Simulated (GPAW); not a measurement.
# Dielectric function and optical constants of TiCo, part 2 of 2

Aim: the dielectric function of TiCo, and the optical constants that follow from it.

GPAW 26.7.0; DFT, PBE, plane-wave PAW (GPAW data sets), scalar-relativistic, RPA, optical limit.

So far. Step 2 (Ground state): There are states at the Fermi level within the smearing, so the occupations stay smeared and the carriers get a Drude term.

**4. Dielectric function, RPA**

Local fields let the induced charge screen the field inside the cell, which as a rule lowers ε, most along directions where the density is uneven.

This step: DFT, PBE, plane-wave PAW (GPAW data sets), scalar-relativistic, RPA, optical limit (GPAW 26.7.0).

Contents of df.py:

```python
from gpaw.response.df import DielectricFunction

df = DielectricFunction('full.gpw', frequencies={'type': 'nonlinear', 'domega0': 0.03, 'omega2': 8},
                        ecut=50,
                        eta=0.15,
                        nbands=26,
                        rate=0.05,
                        txt='df.txt')
for direction in ['x']:
    df.get_dielectric_function(xc='RPA', direction=direction, filename=f'df_{direction}.csv')
```

On the command line:

```
$ OMP_NUM_THREADS=1 python df.py
```

Numbers of over 12 decimals in the logs are rounded to 6 here.

What it wrote:

```text
Using integrator: PointIntegrator
NonLinearFrequencyDescriptor(from 0.000 to 89.005 eV, 530 points)
Nonperiodic BCs:  [False False False]
Using integrator: PointIntegrator
NonLinearFrequencyDescriptor(from 0.000 to 89.005 eV, 530 points)
Nonperiodic BCs:  [False False False]
Using integrator: PointIntegrator

Calculating chi0 body with:
    Ground state adapter containing:
    Number of spins: 1
    Number of kpoints: 3375
    Number of irreducible kpoints: 120
    Number of completely occupied states: 8
    Number of partially occupied states: 14

    Linear response parametrization:
    q_c: [0.0, 0.0, 0.0]
    Number of frequency points: 530
    Planewave cutoff: 50.0
    Number of bands: 26
    Number of planewaves: 19
    Broadening (eta): 0.15

Integrating chi0 body.

Symmetries of q_c:
    Direct symmetries (Uq -> q): 48
    Indirect symmetries (TUq -> q): 0
In total 48 allowed symmetries.

120 groups of equivalent kpoints. 96.444444% reduction.

Integral kind: spectral function

Calculating chi0 optical extensions with:
    Ground state adapter containing:
    Number of spins: 1
    Number of kpoints: 3375
    Number of irreducible kpoints: 120
    Number of completely occupied states: 8
    Number of partially occupied states: 14

    Linear response parametrization:
    Number of frequency points: 530
    Planewave cutoff: 50.0
    Number of bands: 26
    Number of planewaves: 19
    Broadening (eta): 0.15
Integrating chi0 head and wings.

Symmetries of q_c:
    Direct symmetries (Uq -> q): 48
    Indirect symmetries (TUq -> q): 0
In total 48 allowed symmetries.

120 groups of equivalent kpoints. 96.444444% reduction.

Integral kind: spectral function wings

Calculating drude chi0 with:
    Number of frequency points:530
    Plasma frequency decay rate: 0.05 eV

    Ground state adapter containing:
    Number of spins: 1
    Number of kpoints: 3375
    Number of irreducible kpoints: 120
    Number of completely occupied states: 8
    Number of partially occupied states: 14

Symmetries of q_c:
    Direct symmetries (Uq -> q): 48
    Indirect symmetries (TUq -> q): 0
In total 48 allowed symmetries.

120 groups of equivalent kpoints. 96.444444% reduction.

Integral kind: intraband
Plasma frequency:
[[4.94-0.j 0.  +0.j 0.  +0.j]
 [0.  +0.j 4.94-0.j 0.  +0.j]
 [0.  +0.j 0.  +0.j 4.94-0.j]]
```

It took 15 s on 1 thread of Arm Neoverse N1, shared host; peak memory 0.25 GiB.

Sum at mesh points, not converged in k. Im ε, E ∥ x against photon energy; read off at these points:

| photon energy (eV) | Im ε, E ∥ x |
| --- | --- |
| 0.50 | 49.7 |
| 1.00 | 13.9 |
| 1.50 | 13.9 |
| 2.00 | 17.7 |
| 2.50 | 23.9 |
| 3.00 | 17.1 |
| 3.50 | 17.0 |
| 3.94 | 18.5 |
| 4.00 | 18.3 |
| 4.50 | 10.5 |
| 5.00 | 6.95 |
| 5.50 | 4.93 |
| 6.00 | 3.48 |
| 6.50 | 4.08 |
| 7.00 | 2.79 |
| 7.50 | 2.70 |
| 8.00 | 3.01 |
| 8.50 | 2.02 |
| 9.00 | 2.04 |
| 9.50 | 1.79 |
| 10.00 | 2.30 |
| 10.50 | 2.19 |
| 11.00 | 2.12 |
| 11.50 | 1.72 |
| 12.00 | 1.37 |
| 12.50 | 1.41 |
| 13.00 | 1.17 |
| 13.50 | 1.15 |

Values under 1 per cm are given as 1; sum at mesh points, not converged in k. Table of absorption coefficient, E ∥ x by photon energy:

| photon energy (eV) | absorption coefficient, E ∥ x (1/cm) |
| --- | --- |
| 0.492 | 4.6e5 |
| 1.010 | 3.7e5 |
| 1.486 | 3.1e5 |
| 1.985 | 4.7e5 |
| 2.508 | 7.8e5 |
| 3.018 | 8.9e5 |
| 3.510 | 1.1e6 |
| 3.980 | 1.4e6 |
| 4.516 | 1.5e6 |
| 4.981 | 1.4e6 |
| 5.515 | 1.4e6 |
| 6.021 | 1.3e6 |
| 6.494 | 1.2e6 |
| 6.985 | 1.3e6 |
| 7.496 | 1.2e6 |
| 8.026 | 1.3e6 |
| 8.516 | 1.2e6 |
| 9.023 | 1.1e6 |
| 9.483 | 1.1e6 |
| 10.026 | 1.3e6 |
| 10.519 | 1.4e6 |
| 11.029 | 1.4e6 |
| 11.479 | 1.3e6 |
| 12.023 | 1.2e6 |
| 12.504 | 1.3e6 |
| 13.000 | 1.3e6 |
| 13.512 | 1.2e6 |

The loss function −Im 1/ε at q → 0, E ∥ x has structure finer than the step of the table below, so its rows give means over 0.5 eV, whole bins alone (the curve runs from 0.305 to 14.0 eV). Peaks (eV: height): 9.55: 0.525.

Sum at mesh points, not converged in k. Table of loss function −Im 1/ε at q → 0, E ∥ x by energy loss; means over each step:

| energy loss (eV) | loss function −Im 1/ε at q → 0, E ∥ x |
| --- | --- |
| 1.0 | 0.0477 |
| 1.5 | 0.0599 |
| 2.0 | 0.0439 |
| 2.5 | 0.0406 |
| 3.0 | 0.0562 |
| 3.5 | 0.0584 |
| 4.0 | 0.0521 |
| 4.5 | 0.0582 |
| 5.0 | 0.0767 |
| 5.5 | 0.0981 |
| 6.0 | 0.143 |
| 6.5 | 0.182 |
| 7.0 | 0.202 |
| 7.5 | 0.257 |
| 8.0 | 0.270 |
| 8.5 | 0.335 |
| 9.0 | 0.411 |
| 9.5 | 0.467 |
| 10.0 | 0.408 |
| 10.5 | 0.416 |
| 11.0 | 0.447 |
| 11.5 | 0.487 |
| 12.0 | 0.589 |
| 12.5 | 0.617 |
| 13.0 | 0.704 |
| 13.5 | 0.800 |

Sum at mesh points, not converged in k. Table of Im ε, E ∥ x by photon energy; read off at these points:

| photon energy (eV) | without local fields | with local fields |
| --- | --- | --- |
| 0.50 | 50.5 | 49.7 |
| 1.00 | 14.2 | 13.9 |
| 1.50 | 14.1 | 13.9 |
| 2.00 | 19.0 | 17.7 |
| 2.50 | 25.6 | 23.9 |
| 3.00 | 16.8 | 17.1 |
| 3.50 | 16.9 | 17.0 |
| 3.89 | 18.6 | 18.5 |
| 4.00 | 18.2 | 18.3 |
| 4.50 | 10.3 | 10.5 |
| 5.00 | 6.74 | 6.95 |
| 5.50 | 4.73 | 4.93 |
| 6.00 | 3.36 | 3.48 |
| 6.50 | 3.99 | 4.08 |
| 7.00 | 2.60 | 2.79 |
| 7.50 | 2.62 | 2.70 |
| 8.00 | 2.83 | 3.01 |
| 8.50 | 1.97 | 2.02 |
| 9.00 | 1.99 | 2.04 |
| 9.50 | 1.83 | 1.79 |
| 10.00 | 2.28 | 2.30 |
| 10.50 | 2.15 | 2.19 |
| 11.00 | 2.07 | 2.12 |
| 11.50 | 1.68 | 1.72 |
| 12.00 | 1.33 | 1.37 |
| 12.50 | 1.37 | 1.41 |
| 13.00 | 1.14 | 1.17 |
| 13.50 | 1.11 | 1.15 |

The reflectivity at normal incidence, E ∥ x has structure finer than the step of the table below, so its rows give means over 0.5 eV, whole bins alone (the curve runs from 0.305 to 14.0 eV). Peaks (eV: height): 2.70: 55.0, 4.42: 64.0, 6.82: 52.9, 8.27: 44.7, 10.59: 34.1, 11.79: 34.2.

Sum at mesh points, not converged in k. The reflectivity at normal incidence, E ∥ x by photon energy; means over each step:

photon energy (eV), reflectivity at normal incidence, E ∥ x (%) and a bar from the least value:
```
      1.0       65.1 ##############################
      1.5       42.7 #############
      2.0       46.6 ################
      2.5       52.7 ####################
      3.0       51.7 ####################
      3.5       51.5 ###################
      4.0       57.7 ########################
      4.5       63.7 #############################
      5.0       62.4 ############################
      5.5       60.7 ###########################
      6.0       55.4 #######################
      6.5       46.6 ################
      7.0       49.1 ##################
      7.5       42.5 ############
      8.0       40.2 ###########
      8.5       40.3 ###########
      9.0       32.8 #####
      9.5       27.5 #
     10.0       28.3 ##
     10.5       31.3 ####
     11.0       30.4 ###
     11.5       31.9 ####
     12.0       30.6 ###
     12.5       28.5 ##
     13.0       29.2 ##
     13.5       26.3
```

From ε follow the optical constants at some laser and lamp lines:

| wavelength (nm) | n | k | R (%) | 1/α |
| --- | --- | --- | --- | --- |
| 1550 | 1.88 | 5.596 | 81.0 | 22 nm |
| 1064 | 2.30 | 2.759 | 50.3 | 31 nm |
| 800 | 3.51 | 2.067 | 43.0 | 31 nm |
| 532 | 4.06 | 2.622 | 50.0 | 16 nm |
| 405 | 2.92 | 2.864 | 50.4 | 11 nm |
| 248 | 1.23 | 2.823 | 62.0 | 7.0 nm |
| 193 | 1.05 | 1.811 | 43.8 | 8.5 nm |

In reflection the computed colour is light grey: x = 0.299, y = 0.318, luminous reflectivity 49 %.

**5. Summary of results**

What this shows: At this level (PBE, RPA) TiCo is a metal. The mesh is too coarse to trust the carriers' weight, the reflectivity or the colour to better than tens of per cent. In reflection the computed colour is light grey: x = 0.299, y = 0.318, luminous reflectivity 49 %. The carriers' damping of 0.05 eV is typed, not computed; it shapes the response at the lowest energies. The run has no spin polarisation; magnetic order or correlation, untested here, could change the spectrum. In this version of GPAW the matrix elements of the optical limit are incomplete, which can lower ε − 1 by up to a tenth where first-row anions or d states rule, and shift it by more in d metals. GPAW's carrier term has the form −ωp²/(ω + i·rate)², which damps like twice the rate and fails at low energy, so the curves leave the lowest energies out. The sum runs over mesh points 0.14 Å⁻¹ apart with no interpolation, so peaks are partly noise of the mesh, and the Drude plasma energy, a sum over the Fermi surface, isn't converged.

[Machine, clock and banner lines and Python warnings are left out of the logs.]

[Logs are printed without paths, hosts, clocks, repeated set-up lines and the standing remarks that a program may print on its own settings, such as how far it seeks lower states.]

[Hosts, paths, dates, database ids (printed as entryN), source tags and the programs' standing remarks are cut or masked in the printed files.]
